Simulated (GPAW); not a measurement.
**BaTiO3 (Pm-3m): G0W0 on several meshes in GPAW**

How does the mesh move the gap of BaTiO3 (Pm-3m)?

Calculated with GPAW 26.7.0; PBE and many-body steps on it, plane waves.

**1. The structure**

Symmetry: Pm-3m, No. 221, cubic system. Conventional cell: a = 4.006 Å, b = 4.006 Å, c = 4.006 Å, α = 90.00°, β = 90.00°, γ = 90.00°. Ba has 12 O at 2.83 Å nearest. Nearest to Ti lie 6 O at 2.00 Å. O has 2 Ti at 2.00 Å and 4 Ba at 2.83 Å nearest. Farther neighbours and most contacts between anions are not listed.

Coordinates:

```cif
data_structure
_symmetry_space_group_name_H-M 'P 1'
_symmetry_Int_Tables_number 1
_cell_length_a 4.0060
_cell_length_b 4.0060
_cell_length_c 4.0060
_cell_angle_alpha 90.000
_cell_angle_beta 90.000
_cell_angle_gamma 90.000
_cell_volume 64.29
loop_
_atom_site_label
_atom_site_type_symbol
_atom_site_fract_x
_atom_site_fract_y
_atom_site_fract_z
_atom_site_occupancy
Ba1 Ba 0.50000 0.50000 0.50000 1
Ti2 Ti 0.00000 0.00000 0.00000 1
O3 O 0.50000 0.00000 0.00000 1
O4 O 0.00000 0.50000 0.00000 1
O5 O 0.00000 0.00000 0.50000 1
```

The cell and positions come from the Crystallography Open Database and are kept as given unless a step says otherwise. Spin-orbit coupling is left out unless a step names it.

**2. Empty states on the mesh, 4×4×4 mesh, 965 bands**

This step: GPAW 26.7.0; DFT, PBE, plane waves, PAW.

The sums over transitions need many empty states on a uniform mesh; this step solves for them.

The input, run.py:

```python
import json
import numpy as np
from gpaw.mpi import world
from gpaw import GPAW

calc = GPAW('gs.gpw').fixed_density(kpts={'size': (4, 4, 4), 'gamma': True},
    parallel={'domain': 1, 'band': 1},
    txt='nscf.txt')
calc.diagonalize_full_hamiltonian(nbands=965)
calc.write('full.gpw', mode='all')
res = {}
kpts = calc.get_ibz_k_points()
res['kpts'] = kpts
res['eigenvalues'] = [calc.get_eigenvalues(kpt=k) for k in range(len(kpts))]
res['n_electrons'] = calc.get_number_of_electrons()

if world.rank == 0:
    with open('result.json', 'w') as f:
        json.dump(res, f, default=lambda x: x.tolist())
```

The run is started by

```
$ mpirun -n 4 gpaw python run.py
```

Numbers of over 12 decimals in the logs are rounded to 6 here.

Output:

```text
Diagonalizing LCAO Hamiltonian
Converting LCAO to pw mode
convergence criteria:
- Maximum integral of absolute [eigenst]ate change: 4e-08 eV^2 / valence electron
maximum number of iterations: 100

SCF iterations
|iter     |     time |      energy | eigst |  dens |
|iter:   1|  |             | +0.49 |       |
|iter:   2|  |             | -1.35 |       |
|iter:   3|  |             | -2.38 |       |
[...]
|iter:   7|  |             | -6.23 |       |
|iter:   8|  |             | -6.93 |       |
|iter:   9|  |             | -7.56c|       |
SCF steps: 9
  __  _  _
 | _ |_)|_||  |
 |__||  | ||/\| - 26.7.0

Input parameters:
  mode=PW(ecut=600.0),
  convergence={'density': 1e-06, 'bands': -3},
  gpts=array([24, 24, 24]),
  kpts=MonkhorstPack(size=(4, 4, 4), gamma=True),
  maxiter=100,
  nbands=28,
  occupations=Occupations(name='fermi-dirac', width=0.001, fixmagmom=False),
  parallel={'domain': 1, 'band': 1},
  xc=XC(name='PBE')
Matrix size: 2120x2120
# Writing to full.gpw (mode='all')
  [... matrices ...]

timing:  # [seconds]
  Total: 16.239  # ━━━━━━━━━━━━━━━━━━━━━━━━━━━━━━━━━━━━━━━━━━━━━━━━━━━━━━━━━━
```

Run time: 21 s. Hardware: 4 MPI ranks of AMD EPYC 9R45, shared host; peak memory 2.4 GiB; 83 s of CPU time.

This step gave:

| Property | Result |
| --- | --- |
| gap | 1.781 eV |
| k of the valence top | 0.5, 0.5, 0.5 |
| k of the conduction bottom | 0, 0, 0 |
| least direct gap | 1.918 eV |
| k points computed | 10 |
| lowest point of the top converged band, above the valence top | 330.1714 eV |

On this mesh the gap is 1.781 eV.

**3. 4×4×4**

Now the one-shot GW correction: screening in the RPA, then the self-energy of the levels asked for.

This step: G0W0 on PBE, plane waves, PAW.

The input, run.py:

```python
import json
import numpy as np
from gpaw.mpi import world
from gpaw.response.g0w0 import G0W0

gw = G0W0('full.gpw',
    filename='gw',
    kpts=[0, 9],
    bands=(18, 22),
    ecut=105,
    nbands=157,
    integrate_gamma='WS',
    ppa=True)
gw.calculate()
res = {mode: {k: v for k, v in r.items() if k != 'sigma_eskwn'}
       for mode, r in gw.all_results.items()}

if world.rank == 0:
    with open('result.json', 'w') as f:
        json.dump(res, f, default=lambda x: x.tolist())
```

The run is started by

```
$ mpirun -n 4 gpaw python run.py
```

Output:

```text
Using integrator: PointIntegrator
FrequencyGridDescriptor(from 0.000+0.000j to 0.000+27.211j eV, 2 points)
Nonperiodic BCs:  [False False False]
Using integrator: PointIntegrator
FrequencyGridDescriptor(from 0.000+0.000j to 0.000+27.211j eV, 2 points)
Nonperiodic BCs:  [False False False]
  ___  _ _ _
 |   || | | |
 | | || | | |
 |__ ||_____|
 |___|

BZ k-points: Symmetries present (total): 48

  [... matrices ...]
64 k-points: 4 x 4 x 4 Monkhorst-Pack grid + [1/8,1/8,1/8]
10 k-points in the irreducible part of the Brillouin zone
       k-points in crystal coordinates                weights
   0:     0.00000000    0.00000000    0.00000000          1/64
   1:     0.25000000    0.00000000    0.00000000          6/64
   2:     0.25000000    0.25000000    0.00000000         12/64
   3:     0.25000000    0.25000000    0.25000000          8/64
   4:     0.50000000    0.00000000    0.00000000          3/64
   5:     0.50000000    0.25000000    0.00000000         12/64
   6:     0.50000000    0.25000000    0.25000000         12/64
   7:     0.50000000    0.50000000    0.00000000          3/64
   8:     0.50000000    0.50000000    0.25000000          6/64
   9:     0.50000000    0.50000000    0.50000000          1/64

Distributing spins, k-points and bands (1 x 2 x 4) over 4 processes
Number of blocks: 1

Quasi particle states:
k-points (IBZ indices): [0, 9]
Band range: (18, 22)
  [... matrices ...]
Computational parameters:
Plane wave cut-off: 105 eV
Number of bands: 157
Coulomb cutoff: None
Broadening: 0.1 eV

fxc modes: GW
Kernel: RPA
Using Godby-Needs plasmon-pole approximation:
  Fitting energy: i*E0, E0 = 1.000 Hartree
Summing all q:

Calculating screened Coulomb potential
No Coulomb truncation
FrequencyGridDescriptor(from 0.000+0.000j to 0.000+27.211j eV, 2 points)
Removing empty qpoint cache files...

Calculating chi0 body with:
    Ground state adapter containing:
    Number of spins: 1
    Number of kpoints: 64
    Number of irreducible kpoints: 10
    Number of completely occupied states: 20
    Number of partially occupied states: 20
    Occupied states memory: 4.21875 M / cpu

    Linear response parametrization:
    q_c: [0.0, 0.0, 0.0]
    Number of frequency points: 2
    Planewave cutoff: 105.0
    Number of bands: 157
    Number of planewaves: 171
    Broadening (eta): 1e-06
    comm.size: 4
    kncomm.size: 4
    blockcomm.size: 1

    Memory estimate of potentially large arrays:
        chi0_wGG: 0.892365 M / cpu
Integrating chi0 body.

Symmetries of q_c:
    Direct symmetries (Uq -> q): 48
    Indirect symmetries (TUq -> q): 0
In total 48 allowed symmetries.

  [... matrices ...]
10 groups of equivalent kpoints. 84.375% reduction.

Integral kind: response function
Integrating chi0 head and wings.

Symmetries of q_c:
    Direct symmetries (Uq -> q): 48
    Indirect symmetries (TUq -> q): 0
In total 48 allowed symmetries.

  [... matrices ...]
10 groups of equivalent kpoints. 84.375% reduction.

Integral kind: response function wings

Calculating chi0 body with:
    Ground state adapter containing:
    Number of spins: 1
    Number of kpoints: 64
    Number of irreducible kpoints: 10
    Number of completely occupied states: 20
    Number of partially occupied states: 20
    Occupied states memory: 4.21875 M / cpu

    Linear response parametrization:
[... the further q-points ...]

Results:
f:      Occupation numbers
eps:     KS-eigenvalues [eV]
vxc:     KS vxc [eV]
exx:     Exact exchange [eV]
sigma:   Self-energies [eV]
dsigma:  Self-energy derivatives
Z:       Renormalization factors
qp:      QP-energies [eV]

k-point 0 (0): (0.000, 0.000, 0.000)                GW
band       f     eps     vxc     exx   sigma  dsigma       Z      qp
                                                                   GW
  18   1.000   7.503 -21.292 -25.975   4.576  -0.311   0.763   7.422
  19   1.000   7.503 -21.292 -25.974   4.577  -0.311   0.763   7.423
  20   0.000   9.422 -20.230 -12.626  -5.610  -0.302   0.768  10.953
  21   0.000   9.422 -20.230 -12.626  -5.610  -0.302   0.768  10.953

k-point 1 (9): (0.500, 0.500, 0.500)                GW
band       f     eps     vxc     exx   sigma  dsigma       Z      qp
                                                                   GW
  18   1.000   7.641 -20.823 -25.880   4.918  -0.324   0.755   7.536
  19   1.000   7.641 -20.823 -25.881   4.918  -0.324   0.755   7.535
  20   0.000  11.824 -23.759 -14.713  -6.552  -0.418   0.705  13.582
  21   0.000  11.824 -23.759 -14.713  -6.552  -0.418   0.705  13.582
```

The job ended after 39 s (4 MPI ranks; peak memory 2 GiB).

This step gave:

- G0W0 gap on the points computed: 3.418 eV
- least direct G0W0 gap on the computed points: 3.531 eV
- Z at the valence top: 0.7553
- Z at the conduction bottom: 0.7681
- starting gap on the mesh: 1.781 eV
- k of the valence top: 0.5, 0.5, 0.5
- k of the conduction bottom: 0, 0, 0

The gap on the mesh goes from 1.78 eV to 3.42 eV, a correction of +1.64 eV.

**4. Empty states on the mesh, 6×6×6 mesh, 167 bands**

This step: DFT, PBE, plane waves, PAW.

The input, run.py:

```python
import json
import numpy as np
from gpaw.mpi import world
from gpaw import GPAW

calc = GPAW('gs.gpw').fixed_density(kpts={'size': (6, 6, 6), 'gamma': True},
    parallel={'domain': 1, 'band': 1},
    txt='nscf.txt')
calc.diagonalize_full_hamiltonian(nbands=167)
calc.write('full.gpw', mode='all')
res = {}
kpts = calc.get_ibz_k_points()
res['kpts'] = kpts
res['eigenvalues'] = [calc.get_eigenvalues(kpt=k) for k in range(len(kpts))]
res['n_electrons'] = calc.get_number_of_electrons()

if world.rank == 0:
    with open('result.json', 'w') as f:
        json.dump(res, f, default=lambda x: x.tolist())
```

The run is started by

```
$ mpirun -n 4 gpaw python run.py
```

Output:

```text
Diagonalizing LCAO Hamiltonian
Converting LCAO to pw mode
convergence criteria:
- Maximum integral of absolute [eigenst]ate change: 4e-08 eV^2 / valence electron
maximum number of iterations: 100

SCF iterations
|iter     |     time |      energy | eigst |  dens |
|iter:   1|  |             | +0.48 |       |
|iter:   2|  |             | -1.40 |       |
|iter:   3|  |             | -2.45 |       |
[...]
|iter:   7|  |             | -6.54 |       |
|iter:   8|  |             | -7.21 |       |
|iter:   9|  |             | -7.93c|       |
SCF steps: 9
  __  _  _
 | _ |_)|_||  |
 |__||  | ||/\| - 26.7.0

Input parameters:
  mode=PW(ecut=600.0),
  convergence={'density': 1e-06, 'bands': -3},
  gpts=array([24, 24, 24]),
  kpts=MonkhorstPack(size=(6, 6, 6), gamma=True),
  maxiter=100,
  nbands=28,
  occupations=Occupations(name='fermi-dirac', width=0.001, fixmagmom=False),
  parallel={'domain': 1, 'band': 1},
  xc=XC(name='PBE')
Matrix size: 2140x2140
# Writing to full.gpw (mode='all')
  [... matrices ...]

timing:  # [seconds]
  Total: 17.221  # ━━━━━━━━━━━━━━━━━━━━━━━━━━━━━━━━━━━━━━━━━━━━━━━━━━━━━━━━━━
```

It took 22 s on 4 MPI ranks; peak memory 2.3 GiB.

This step gave:

* gap: 1.781 eV
* k of the valence top: 0.5, 0.5, 0.5
* k of the conduction bottom: 0, 0, 0
* least direct gap: 1.918 eV
* k points computed: 20
* lowest point of the top converged band, above the valence top: 88.5090 eV

On this mesh the gap is 1.781 eV.

**5. 6×6×6**

This step: G0W0 on PBE, plane waves, PAW.

The input, run.py:

```python
import json
import numpy as np
from gpaw.mpi import world
from gpaw.response.g0w0 import G0W0

gw = G0W0('full.gpw',
    filename='gw',
    kpts=[0, 19],
    bands=(18, 22),
    ecut=105,
    nbands=157,
    integrate_gamma='WS',
    ppa=True)
gw.calculate()
res = {mode: {k: v for k, v in r.items() if k != 'sigma_eskwn'}
       for mode, r in gw.all_results.items()}

if world.rank == 0:
    with open('result.json', 'w') as f:
        json.dump(res, f, default=lambda x: x.tolist())
```

The run is started by

```
$ mpirun -n 4 gpaw python run.py
```

Output:

```text
Using integrator: PointIntegrator
FrequencyGridDescriptor(from 0.000+0.000j to 0.000+27.211j eV, 2 points)
Nonperiodic BCs:  [False False False]
Using integrator: PointIntegrator
FrequencyGridDescriptor(from 0.000+0.000j to 0.000+27.211j eV, 2 points)
Nonperiodic BCs:  [False False False]
  ___  _ _ _
 |   || | | |
 | | || | | |
 |__ ||_____|
 |___|

BZ k-points: Symmetries present (total): 48

  [... matrices ...]
216 k-points: 6 x 6 x 6 Monkhorst-Pack grid + [1/12,1/12,1/12]
20 k-points in the irreducible part of the Brillouin zone
       k-points in crystal coordinates                weights
   0:     0.00000000    0.00000000    0.00000000          1/216
   1:     0.16666667    0.00000000    0.00000000          6/216
   2:     0.16666667    0.16666667    0.00000000         12/216
[...]
9:     0.33333333    0.33333333    0.33333333          8/216
          ...
  19:     0.50000000    0.50000000    0.50000000          1/216

Distributing spins, k-points and bands (1 x 2 x 4) over 4 processes
Number of blocks: 1

Quasi particle states:
k-points (IBZ indices): [0, 19]
Band range: (18, 22)
  [... matrices ...]
Computational parameters:
Plane wave cut-off: 105 eV
Number of bands: 157
Coulomb cutoff: None
Broadening: 0.1 eV

fxc modes: GW
Kernel: RPA
Using Godby-Needs plasmon-pole approximation:
  Fitting energy: i*E0, E0 = 1.000 Hartree
Summing all q:

Calculating screened Coulomb potential
No Coulomb truncation
FrequencyGridDescriptor(from 0.000+0.000j to 0.000+27.211j eV, 2 points)
Removing empty qpoint cache files...

Calculating chi0 body with:
    Ground state adapter containing:
    Number of spins: 1
    Number of kpoints: 216
    Number of irreducible kpoints: 20
    Number of completely occupied states: 20
[...]
Number of frequency points: 2
    Planewave cutoff: 105.0
    Number of bands: 157
    Number of planewaves: 171
    Broadening (eta): 1e-06
    comm.size: 4
    kncomm.size: 4
    blockcomm.size: 1

    Memory estimate of potentially large arrays:
        chi0_wGG: 0.892365 M / cpu
Integrating chi0 body.

Symmetries of q_c:
    Direct symmetries (Uq -> q): 48
    Indirect symmetries (TUq -> q): 0
In total 48 allowed symmetries.

  [... matrices ...]
20 groups of equivalent kpoints. 90.740741% reduction.

Integral kind: response function
Integrating chi0 head and wings.

Symmetries of q_c:
    Direct symmetries (Uq -> q): 48
    Indirect symmetries (TUq -> q): 0
In total 48 allowed symmetries.

  [... matrices ...]
20 groups of equivalent kpoints. 90.740741% reduction.

Integral kind: response function wings

Calculating chi0 body with:
    Ground state adapter containing:
    Number of spins: 1
    Number of kpoints: 216
    Number of irreducible kpoints: 20
    Number of completely occupied states: 20
    Number of partially occupied states: 20
[... the further q-points ...]

Results:
f:      Occupation numbers
eps:     KS-eigenvalues [eV]
vxc:     KS vxc [eV]
exx:     Exact exchange [eV]
sigma:   Self-energies [eV]
dsigma:  Self-energy derivatives
Z:       Renormalization factors
qp:      QP-energies [eV]

k-point 0 (0): (0.000, 0.000, 0.000)                GW
band       f     eps     vxc     exx   sigma  dsigma       Z      qp
                                                                   GW
  18   1.000   7.503 -21.292 -25.932   4.545  -0.310   0.763   7.430
  19   1.000   7.503 -21.292 -25.933   4.545  -0.310   0.763   7.430
  20   0.000   9.422 -20.230 -12.660  -5.589  -0.304   0.767  10.941
[...]
k-point 1 (19): (0.500, 0.500, 0.500)                GW
band       f     eps     vxc     exx   sigma  dsigma       Z      qp
                                                                   GW
[...]
20   0.000  11.824 -23.759 -14.717  -6.544  -0.402   0.713  13.606
  21   0.000  11.824 -23.759 -14.717  -6.544  -0.402   0.713  13.606
```

The job ended after 2.6 min (4 MPI ranks; peak memory 2.5 GiB; 10 min of CPU time).

This step gave:

```
G0W0 gap on the points computed              : 3.402 eV
least direct G0W0 gap on the computed points : 3.510 eV
Z at the valence top                         : 0.7557
Z at the conduction bottom                   : 0.7671
starting gap on the mesh                     : 1.781 eV
k of the valence top                         : 0.5, 0.5, 0.5
k of the conduction bottom                   : 0, 0, 0
```

Against G0W0 in GPAW (4×4×4 mesh, 157 bands, screening to 105 eV, Godby-Needs plasmon pole), the gap moves by −0.015 eV.

**6. Side by side**

Times are wall times on 4 MPI ranks of AMD EPYC 9R45, shared host, good to a factor of about two.

```
  run   mesh  bands  screening cutoff (eV)  DFT gap (eV)  gap on the mesh (eV)  direct (eV)     time
4×4×4  4×4×4    157                    105         1.781                 3.418        3.531     39 s
6×6×6  6×6×6    157                    105         1.781                 3.402        3.510  2.6 min
```

**7. Summary of results**

| Property | Result |
| --- | --- |
| 4×4×4 | 3.418 eV |
| 6×6×6 | 3.402 eV |
| known limits | not at the basis limit; no spin-orbit coupling; coarse k mesh |

6×6×6: −0.015 eV against 4×4×4. Bands and cutoff are finite, so the gap is not at the basis limit. The miss can reach some tenths of an eV and take either sign; the mesh is an error of its own. These stock PAW sets were not made for GW. In the G0W0 runs levels were corrected at 2 k points alone, so a gap called «on the mesh» is the least over those, and an edge elsewhere would be missed. The 4×4×4 mesh is coarse for this cell, which bears on the long-range parts of exchange and screening. This is the ideal cubic cell; many perovskites, halides above all, are cubic only on average, and local tilts or off-centring can widen the gap. The many-body steps are scalar-relativistic: spin-orbit coupling is not in them.

[Paths, hosts, dates, memory and timing lines, banners, echoed tables and standing remarks are left out of the program output.]

[Logs are printed without paths, hosts, clocks, repeated set-up lines and the standing remarks that a program may print on its own settings, such as how far it seeks lower states.]

[Runs of the session that timed out or met a known fault of the program may be left out.]

[Hosts, paths, dates, database ids (printed as entryN), source tags and the programs' standing remarks are cut or masked in the printed files.]
